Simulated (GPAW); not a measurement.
Consider zinc-blende (GaAs)1-x(AlAs)x, x = 0.25.

```cif
data_structure
_symmetry_space_group_name_H-M 'P 1'
_symmetry_Int_Tables_number 1
_cell_length_a 7.9974
_cell_length_b 7.9974
_cell_length_c 7.9974
_cell_angle_alpha 60.000
_cell_angle_beta 60.000
_cell_angle_gamma 60.000
_cell_volume 361.68
loop_
_atom_site_label
_atom_site_type_symbol
_atom_site_fract_x
_atom_site_fract_y
_atom_site_fract_z
_atom_site_occupancy
Ga1 Ga 0.99851 0.00029 0.00058 1
As2 As 0.12401 0.12421 0.12638 1
Ga3 Ga 0.00066 0.99938 0.50166 1
As4 As 0.12729 0.12432 0.62531 1
Ga5 Ga 0.99826 0.49950 0.00082 1
As6 As 0.12203 0.62488 0.12652 1
Al7 Al 0.00033 0.49841 0.50104 1
As8 As 0.12463 0.62416 0.62570 1
Ga9 Ga 0.49930 0.99887 0.99897 1
As10 As 0.62335 0.12351 0.12532 1
Al11 Al 0.50148 0.99938 0.49987 1
As12 As 0.62556 0.12584 0.62386 1
Ga13 Ga 0.49713 0.49869 0.99870 1
As14 As 0.62307 0.62377 0.12356 1
Ga15 Ga 0.49999 0.50139 0.49888 1
As16 As 0.62610 0.62518 0.62349 1
```

Absorber: atom 6, with 1 Al at 2.45 Å and 3 Ga at 2.45 Å (tetrahedral). Method: GPAW, LDA, excited-electron core hole (neutral cell), 16-atom cell with 8.0 Å between holes, 4×4×4 k points, dipole transitions, Gaussian full width 2.14 eV up to 4 eV, rising linearly to 3.5 eV at 25 eV.

Where do the maxima of the As K edge fall?

Main maxima up to 27 eV above the zero (height): 4.6 eV (1.50), 7.2 eV (1.35), 13.4 eV (0.86), 18.4 eV (0.92) and 25.8 eV (1.05). A K edge sees empty p states on the absorber. 

The As K spectrum (energy from the bottom of the conduction band, which holds the excited electron; intensity scaled to a mean of 1 over the first 20 eV):

| E (eV) | intensity |
| --- | --- |
| -2.0 | 0.00 |
| -1.4 | 0.01 |
| -0.8 | 0.03 |
| -0.2 | 0.13 |
| 0.4 | 0.34 |
| 1.0 | 0.67 |
| 1.6 | 0.97 |
| 2.2 | 1.11 |
| 2.8 | 1.16 |
| 3.4 | 1.25 |
| 4.0 | 1.42 |
| 4.6 | 1.50 |
| 5.2 | 1.42 |
| 5.8 | 1.31 |
| 6.4 | 1.30 |
| 7.0 | 1.34 |
| 7.6 | 1.33 |
| 8.2 | 1.27 |
| 8.8 | 1.18 |
| 9.4 | 1.09 |
| 10.0 | 0.98 |
| 10.6 | 0.87 |
| 11.2 | 0.81 |
| 11.8 | 0.81 |
| 12.4 | 0.83 |
| 13.0 | 0.86 |
| 13.6 | 0.86 |
| 14.2 | 0.83 |
| 14.8 | 0.78 |
| 15.4 | 0.74 |
| 16.0 | 0.74 |
| 16.6 | 0.78 |
| 17.2 | 0.85 |
| 17.8 | 0.90 |
| 18.4 | 0.92 |
| 19.0 | 0.91 |
| 19.6 | 0.89 |
| 20.2 | 0.88 |
| 20.8 | 0.89 |
| 21.4 | 0.90 |
| 22.0 | 0.89 |
| 22.6 | 0.87 |
| 23.2 | 0.86 |
| 23.8 | 0.89 |
| 24.4 | 0.95 |
| 25.0 | 1.01 |
| 25.6 | 1.05 |
| 26.2 | 1.03 |
| 26.8 | 0.96 |
| 27.4 | 0.85 |

The script folds with a Gaussian, whereas the core hole's own line is a Lorentzian, so the onset is too steep and the first peak too high.

[Banner, clock and machine lines of the logs are left out without a mark of their own.]

[Logs are printed without paths, hosts, clocks, repeated set-up lines and the standing remarks that a program may print on its own settings, such as how far it seeks lower states.]

[Hosts, paths, dates, database ids (printed as entryN), source tags and the programs' standing remarks are cut or masked in the printed files.]

[Lists of maxima count a maximum above −3 eV only where it reaches 4 % of the highest in the window and stands out from its surroundings by 2 % of it (1.5 % where it reaches 55 %); shoulders and weaker maxima are passed over, and of the rest the first, up to two pre-edge ones and the few strongest are named.]
